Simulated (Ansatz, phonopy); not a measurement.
# Quasi-harmonic thermodynamics of LiH (Fm-3m), part 2 of 2

Wanted: α(T), C_P(T) and B(T) of LiH in the quasi-harmonic approximation.

What experiment has found for this phase:
- heat capacity C_P per formula unit 28.1 J/mol/K and bulk modulus 33.7 GPa near room temperature (given in “High-Throughput Prediction of Finite-Temperature Properties using the Quasi-Harmonic Approximation”, 2016, arXiv:1603.06924)

Ansatz 0.2.0; DFT r2SCAN, scalar-relativistic, plane waves, PAW.

So far. Step 2 (A first coarse run): The start is under -1.7 GPa at this level and looks like an insulator or semiconductor on this mesh. Step 4 (Tight relaxation): The residual pressure is 0.0060 GPa, small enough for phonons.

The database entry behind the starting cell differs from later determinations by our own check (the deuteride, about 0.2 % short), so it need not match the best structure at ambient conditions.

## (5) Phonons on strained cells

Thermal expansion follows from how the free energy of the vibrations (and of the electrons in a metal) changes with strain, so the program makes strained cells, their phonons and a fit in one run.

input.yaml reads:

```yaml
crystal:
  lattice:
    - [0.0, 2.002593625, 2.002593625]
    - [2.002593625, 0.0, 2.002593625]
    - [2.002593625, 2.002593625, 0.0]
  atoms:
    - { symbol: Li, position: [0.0, 0.0, 0.0] }
    - { symbol: H, position: [0.5, 0.5, 0.5] }
kpoints:
  mp_grid: { grid: [12, 12, 12] }
hamiltonian:
  xc: r2scan
scf:
  occupations: { method: fixed }
output:
  eigenvalues: true
phonons:
  method: dfpt
  qmesh: [4, 4, 4]
  temperatures: { t_max: 500.0, t_step: 25 }
  thermal_expansion: {}
```

Launch:

```
> ansatz run input.yaml --threads 4 --pin off --max-ram 8192MiB --backend cpu --events-out ev --progress --plain --runs-dir out
```

What it wrote:

```text
[...]
Crystal: 2 atoms, lattice volume = 16.062 Å³
Basis set: ecut = 580 eV, 531 PW (Γ), exchange–correlation on 240×240×240 points (1000 copies of the dense FFT grid, shifted against one another)
Bands: 6, of which v1, the nominal top of the filled ones, is band 2 counted from 1 (1 counted from 0)
Symmetry: 48 space group operations
[...]
k-points: 72 of 1728
[...]
SCF iter   1: F=—  HF=-221.977272 eV  |F-HF|=—  |Δ(HF+E_count)|=         —  Δρ=3.51e-3  dr2=1.43e-3  dr2_τ=2.13e-3  ethr=1.77e-3  ⟨swp⟩=4.0  Hψ=3172  notcnv=0  defer=114
[...]
SCF iter   8: F=-222.016623 eV  HF=-222.016623 eV  |F-HF|=5.40e-13  |Δ(HF+E_count)|=  1.89e-11  Δρ=1.12e-7  dr2=2.05e-12  dr2_τ=2.00e-14  ethr=1.00e-12  ⟨swp⟩=4.0  Hψ=1014  notcnv=0
SCF 1 converged in 8 iterations: F = -222.016623 eV  dr2 = 2.05e-12
[...]
relax step   1: F+E_penalty+E_count = -222.01662273 eV  Δ(F+E_penalty+E_count) = +0.000e0 eV  max|allowed force component| = 5.649e-31 eV/Å  Δτ_max = 0.0000 Å  (8 SCF iters, accepted)
SCF converged after 8 iterations
Free energy (F): -222.016623 eV
[...]
Internal energy: -222.016623 eV  (E = F + TS)
E sigma→0 (E₀):  -222.016623 eV
Fermi energy:    0.455161 eV
[...]
--- Stress (GPa, compression-positive) ---
       -0.003850       0.000000       0.000000
        0.000000      -0.003850       0.000000
        0.000000       0.000000      -0.003850
  P = ⅓ Tr σ = -0.0038 GPa (-0.038 kbar)
--- Band table (eV; the first three rows and the last of 72) ---
[...]
── thermal expansion: 3 new cells, 3 in all ──
thermal expansion: relaxation of cell 2
thermal expansion: relaxation of cell 3
── thermal expansion: 2 new cells, 5 in all ──
thermal expansion: relaxation of cell 4
thermal expansion: lower-state search of cell 4
thermal expansion: phonons of cell 4
thermal expansion: relaxation of cell 5
thermal expansion: phonons of cell 5
── thermal expansion: 8 new cells, 13 in all ──
thermal expansion: relaxation of cell 6
thermal expansion: relaxation of cell 7
thermal expansion: relaxation of cell 8
thermal expansion: relaxation of cell 9
thermal expansion: relaxation of cell 10
thermal expansion: relaxation of cell 11
thermal expansion: relaxation of cell 12
thermal expansion: relaxation of cell 13
thermal expansion: phonons of cell 6
thermal expansion: phonons of cell 7
thermal expansion: phonons of cell 8
thermal expansion: phonons of cell 9
thermal expansion: phonons of cell 10
--- Relaxed structure (1 steps of the walk, 1 accepted, 0 SCFs on fresh bases) ---
  F+E_penalty+E_count = -222.01662273 eV   max|allowed force component| = 5.649e-31 eV/Å
  atoms:
    - { symbol: Li, position: [0.0, 0.0, 0.0] }
    - { symbol: H, position: [0.5, 0.5, 0.5] }
--- Thermal expansion: 13 cells in 3 rounds, 0 GPa ---
  no lower state was reached at cell 4
  without vibrations: a 2.83196, b 2.83196, c 2.83196 Å, V 16.0600 Å³, B 36.19 GPa
  at 0 K: a 2.89306, b 2.89306, c 2.89306 Å, V 17.1221 Å³, B 31.77 GPa
  zero-point expansion: a +2.158, b +2.158, c +2.158, V +6.613 %
      T/K        a/Å        b/Å        c/Å       V/Å³ | expansion of a, b, c, V (1e-6/K)   | that of V in the mean from 25 °C | C_P, C_V (J/mol K of the cell) | B_T, B_S (GPa)
     0.00    2.89306    2.89306    2.89306    17.1221 |    0.00    0.00    0.00    0.00 |   54.67 |     0.000     0.000 |    31.77    31.77
    50.00    2.89309    2.89309    2.89309    17.1227 |    1.14    1.14    1.14    3.43 |   65.56 |     0.844     0.844 |    31.76    31.77
   100.00    2.89380    2.89380    2.89380    17.1352 |    9.50    9.50    9.50   28.51 |   78.46 |     6.905     6.878 |    31.57    31.70
   150.00    2.89587    2.89587    2.89587    17.1721 |   18.95   18.95   18.95   56.85 |   90.64 |    13.824    13.668 |    31.13    31.48
   200.00    2.89922    2.89922    2.89922    17.2317 |   27.11   27.11   27.11   81.32 |  101.89 |    19.889    19.471 |    30.50    31.15
   250.00    2.90369    2.90369    2.90369    17.3115 |   34.37   34.37   34.37  103.10 |  112.49 |    25.323    24.499 |    29.72    30.72
   298.15    2.90895    2.90895    2.90895    17.4058 |   40.74   40.74   40.74  122.23 |       - |    29.998    28.651 |    28.86    30.21
   325.00    2.91227    2.91227    2.91227    17.4654 |   44.09   44.09   44.09  132.28 |  127.50 |    32.369    30.674 |    28.33    29.90
   375.00    2.91913    2.91913    2.91913    17.5892 |   50.06   50.06   50.06  150.18 |  137.12 |    36.368    33.923 |    27.29    29.26
   425.00    2.92688    2.92688    2.92688    17.7295 |   55.87   55.87   55.87  167.61 |  146.62 |    39.906    36.572 |    26.16    28.54
   475.00    2.93549    2.93549    2.93549    17.8866 |   61.77   61.77   61.77  185.30 |  156.19 |    43.103    38.723 |    24.93    27.75
   500.00    2.94014    2.94014    2.94014    17.9717 |   64.83   64.83   64.83  194.50 |  161.07 |    44.614    39.643 |    24.28    27.33
  the static fit leaves 0.002 meV an atom of the energies and, of the stresses, 0.000 GPa of each cell's largest along a strain (root mean squares over the cells), whose Pulay part it has at -0.007 GPa
  vibrations' free energy: its fit leaves 0.0001 meV an atom at the most
  the electrons' free energy at temperature is not in it: every band gap is over 0.52 eV
  free energies summed between the sampled wave vectors
  estimated error of the fitted expansion in any direction: up to 0.109e-6/K, at 475 K (an estimate, not a bound: it was exceeded on models of known expansion)
  by sums over the sampled wave vectors an expansion of the volume parts by up to 1.72e-6/K
  by a static energy of one degree less an expansion of the volume parts by up to 0.22e-6/K
  band gaps on the cells' k-points are 3.610 to 3.711 eV
```

Elapsed: 22 min, on 4 threads of Intel Xeon at 2.70GHz, shared host; peak memory 2.1 GiB.

This step gave:

- pressure: -0.003850 GPa
- volume expansion coefficient at 298 K: 122.2 1e-6/K
- C_P at 298 K: 15.00 J/mol-atom/K
- entropy at 298 K: 10.64 J/mol-atom/K
- isothermal bulk modulus at 298 K: 28.86 GPa
- Grüneisen parameter at 298 K: 1.290
- volume at 298 K: 8.703 Å³/atom
- principal linear expansion coefficients at 298 K: 40.74, 40.74, 40.74 1e-6/K

Strained cells of the study; zero-point energy where phonons were solved; the pressures are stresses at a fixed cutoff and can carry an offset from the finite basis. Expansion cells, by row:

```
cell  |a| (Å)  |b| (Å)  |c| (Å)  V (Å³/atom)  E - E_lowest (meV/atom)  pressure, compression positive (GPa)  gap (eV)  zero-point energy (meV/atom)
   1    2.832    2.832    2.832        8.031                        0                                -0.012      3.63                             -
   2    2.855    2.855    2.855        8.226                    0.518                                -0.843     3.644                             -
   3     2.81     2.81     2.81        7.841                     0.52                                 0.887     3.614                             -
   4    2.832    2.832    2.832        8.031                        0                                -0.013      3.63                         114.7
   5    2.846    2.846    2.846        8.152                    0.205                                -0.541     3.639                           113
   6     2.86     2.86     2.86        8.267                    0.759                                -1.011     3.647                         111.4
   7    2.887    2.887    2.887         8.51                    2.981                                -1.915     3.663                         108.2
   8    2.915    2.915    2.915        8.761                    6.611                                 -2.73     3.677                         104.9
   9    2.944    2.944    2.944        9.018                    11.59                                -3.465      3.69                         101.8
  10    2.972    2.972    2.972        9.283                    17.88                                -4.124     3.702                         98.58
  11    2.804    2.804    2.804        7.795                    0.817                                 1.125      3.61                             -
  12    2.818    2.818    2.818        7.912                    0.201                                 0.542      3.62                             -
  13    2.996    2.996    2.996        9.508                       24                                -4.615     3.711                             -
```

Quasi-harmonic; a, b, c are the run's own cell vectors. Expansion, by row:

```
T (K)  a (Å)  b (Å)  c (Å)  alpha (deg)  beta (deg)  gamma (deg)  cell volume (Å³/cell)  alpha_a (1e-6/K)  alpha_b (1e-6/K)  alpha_c (1e-6/K)  alpha_V (1e-6/K)  C_P (J/mol-atom/K)  C_V (J/mol-atom/K)  S (J/mol-atom/K)  B_T (GPa)  B_S (GPa)  Grueneisen  extrapolation  fit error (1e-6/K)
    0  2.893  2.893  2.893           60          60           60                  17.12                 0                 0                 0                 0                   0                   0                 0      31.77      31.77           -              0                   0
   25  2.893  2.893  2.893           60          60           60                  17.12              0.06              0.06              0.06              0.19               0.026               0.026             0.007      31.77      31.77       1.198              0                   0
   50  2.893  2.893  2.893           60          60           60                  17.12              1.14              1.14              1.14              3.43               0.422               0.422             0.105      31.76      31.77        1.33              0                   0
   75  2.893  2.893  2.893           60          60           60                  17.13              4.66              4.66              4.66             13.98               1.694               1.692              0.49       31.7      31.75       1.351              0                0.01
  100  2.894  2.894  2.894           60          60           60                  17.14               9.5               9.5               9.5             28.51               3.452               3.439             1.213      31.57       31.7       1.351              0                0.01
  125  2.895  2.895  2.895           60          60           60                  17.15              14.4              14.4              14.4             43.19               5.239               5.201             2.177      31.38      31.61       1.346              0                0.02
  150  2.896  2.896  2.896           60          60           60                  17.17             18.95             18.95             18.95             56.85               6.912               6.834             3.282      31.13      31.48       1.339              0                0.02
  175  2.897  2.897  2.897           60          60           60                   17.2             23.16             23.16             23.16             69.49               8.473               8.338             4.466      30.83      31.33       1.331              0                0.02
  200  2.899  2.899  2.899           60          60           60                  17.23             27.11             27.11             27.11             81.32               9.945               9.735             5.694       30.5      31.15       1.322              0                0.02
  225  2.901  2.901  2.901           60          60           60                  17.27             30.83             30.83             30.83             92.49               11.34               11.04             6.947      30.12      30.94       1.312              0                0.03
  250  2.904  2.904  2.904           60          60           60                  17.31             34.37             34.37             34.37             103.1               12.66               12.25             8.211      29.72      30.72       1.304              0                0.03
  275  2.906  2.906  2.906           60          60           60                  17.36             37.74             37.74             37.74             113.2               13.91               13.37             9.477      29.28      30.46       1.296              0                0.04
298.1  2.909  2.909  2.909           60          60           60                  17.41             40.74             40.74             40.74             122.2                  15               14.32             10.64      28.86      30.21        1.29              0                0.04
  300  2.909  2.909  2.909           60          60           60                  17.41             40.98             40.98             40.98             122.9               15.08                14.4             10.74      28.82      30.19        1.29              0                0.04
  325  2.912  2.912  2.912           60          60           60                  17.47             44.09             44.09             44.09             132.3               16.18               15.34             11.99      28.33       29.9       1.285              0                0.05
  350  2.916  2.916  2.916           60          60           60                  17.53             47.11             47.11             47.11             141.3               17.22               16.19             13.23      27.82      29.59       1.282              0                0.06
  375  2.919  2.919  2.919           60          60           60                  17.59             50.06             50.06             50.06             150.2               18.18               16.96             14.45      27.29      29.26        1.28              0                0.07
  400  2.923  2.923  2.923           60          60           60                  17.66             52.97             52.97             52.97             158.9               19.09               17.66             15.65      26.74      28.91       1.279              0                0.08
  425  2.927  2.927  2.927           60          60           60                  17.73             55.87             55.87             55.87             167.6               19.95               18.29             16.83      26.16      28.54        1.28              0                 0.1
  450  2.931  2.931  2.931           60          60           60                  17.81             58.79             58.79             58.79             176.4               20.77               18.85                18      25.56      28.16       1.282              0                0.11
  475  2.935  2.935  2.935           60          60           60                  17.89             61.77             61.77             61.77             185.3               21.55               19.36             19.14      24.93      27.75       1.285              0                0.11
  500   2.94   2.94   2.94           60          60           60                  17.97             64.83             64.83             64.83             194.5               22.31               19.82             20.27      24.28      27.33       1.289              0                 0.1
```

Table of expansion coefficient by temperature; values in 1e-6/K:

```
temperature (K)  volume  principal 1
              0       0            0
             25    0.19         0.06
             50    3.43         1.14
             75    14.0         4.66
            100    28.5          9.5
            125    43.2         14.4
            150    56.9         18.9
            175    69.5         23.2
            200    81.3         27.1
            225    92.5         30.8
            250     103         34.4
            275     113         37.7
            298     122         40.7
            300     123         41.0
            325     132         44.1
            350     141         47.1
            375     150         50.1
            400     159         53.0
            425     168         55.9
            450     176         58.8
            475     185         61.8
            500     194         64.8
```

At 298 K the volume expansion is 122 × 10⁻⁶/K and B_T is 28.9 GPa. The program raised the cutoff to 580 eV by itself: with no cutoff typed, the study takes about 1.16 times the default for its relaxations and scales it with the volume for the phonons.

## (6) Quasi-harmonic fit by phonopy

This step: DFT r2SCAN, scalar-relativistic, plane waves, PAW (phonopy 4.10.0).

Numbers from this step:

- volume expansion coefficient at 300 K: 123.0 1e-6/K
- isothermal bulk modulus at 300 K: 28.8 GPa
- C_P at 300 K: 15.08 J/mol-atom/K
- Grüneisen parameter at 300 K: 1.29

The energy (each curve on its own zero) by volume; values in meV/atom:

```
volume (Å³/atom)  static  F at 0 K  F at 300 K  F at 500 K
           8.031       0      7.18        8.84        11.6
           8.152    0.21      5.69        7.01        9.16
           8.267    0.76      4.66        5.65        7.25
           8.510    2.98      3.64        3.91         4.3
           8.761    6.61      4.05        3.54        2.64
           9.018    11.6      5.85        4.46         2.2
           9.283    17.9      8.96        6.62         2.9
```

Phonopy-qha, vinet fit of F(V) at each temperature. Qha vinet, by row:

```
T (K)  fitted volume (Å³/atom)  alpha_V (1e-6/K)  B_T (GPa)  C_P (J/mol-atom/K)  Grueneisen
   75                    8.563             14.61      31.72               1.677       1.413
  100                    8.568             28.49      31.59               3.413        1.35
  125                    8.575             42.99      31.39               5.205        1.34
  150                    8.586             56.66      31.14               6.889       1.335
  175                      8.6             69.35      30.84               8.458       1.328
  200                    8.616             81.23      30.49               9.934        1.32
  225                    8.635             92.44      30.12               11.33       1.312
  250                    8.656             103.1      29.71               12.65       1.303
  275                    8.679             113.3      29.27                13.9       1.296
  300                    8.705               123       28.8               15.08        1.29
  325                    8.733             132.4      28.32               16.18       1.286
  350                    8.763             141.5      27.81               17.22       1.283
  375                    8.795             150.4      27.28               18.18       1.281
  400                    8.829             159.1      26.73                19.1       1.281
  425                    8.865             167.8      26.16               19.96       1.281
  450                    8.903             176.4      25.58               20.77       1.283
  475                    8.944             185.2      24.98               21.55       1.287
```

Table of volume expansion coefficient by temperature; values in 1e-6/K:

```
temperature (K)  phonopy-qha, Vinet  Ansatz's own study
             75                14.6                14.0
            100                28.5                28.5
            125                43.0                43.2
            150                56.7                56.9
            175                69.3                69.5
            200                81.2                81.3
            225                92.4                92.5
            250                 103                 103
            275                 113                 113
            300                 123                 123
            325                 132                 132
            350                 142                 141
            375                 150                 150
            400                 159                 159
            425                 168                 168
            450                 176                 176
            475                 185                 185
```

The fit gives a volume expansion of 123 × 10⁻⁶/K at 300 K, against 122 at 298 K from the study itself, whose static fit uses more cells.

## (7) Results

| Property | Result |
| --- | --- |
| settings of these figures | r2SCAN, 580 eV, k 12×12×12, q 4×4×4 |
| volume expansion coefficient at 298 K | 122.2 1e-6/K |
| C_P at 298 K | 15.00 J/mol-atom/K |
| entropy at 298 K | 10.64 J/mol-atom/K |
| isothermal bulk modulus at 298 K | 28.86 GPa |
| Grüneisen parameter at 298 K | 1.290 |
| volume at 298 K | 8.703 Å³/atom |
| principal linear expansion coefficients at 298 K | 40.74, 40.74, 40.74 1e-6/K |

**Reading.** Near room temperature LiH expands by 122 × 10⁻⁶/K in volume by r2SCAN, with C_P = 15.0 J/(mol K) per mole of atoms and B_T = 28.9 GPa. C_P at room temperature is 60 % of the classical 3R an atom; C_V is 57 %, and the rest is expansion work. A measured bulk modulus near room temperature is 33.7 GPa (arXiv:1603.06924); the calculated 28.9 GPa differs by -14 %. The table does not say whether its value is isothermal or adiabatic. A measured heat capacity per formula unit near room temperature is 28.1 J/mol/K (arXiv:1603.06924); the calculated 30.0 J/mol/K differs by +7 %.

[Logs are printed without paths, hosts, clocks, repeated set-up lines and the standing remarks that a program may print on its own settings, such as how far it seeks lower states.]

[Hosts, paths, dates, database ids (printed as entryN), source tags and the programs' standing remarks are cut or masked in the printed files.]

[A step with changed settings may run another functional than the one named; its input shows which.]
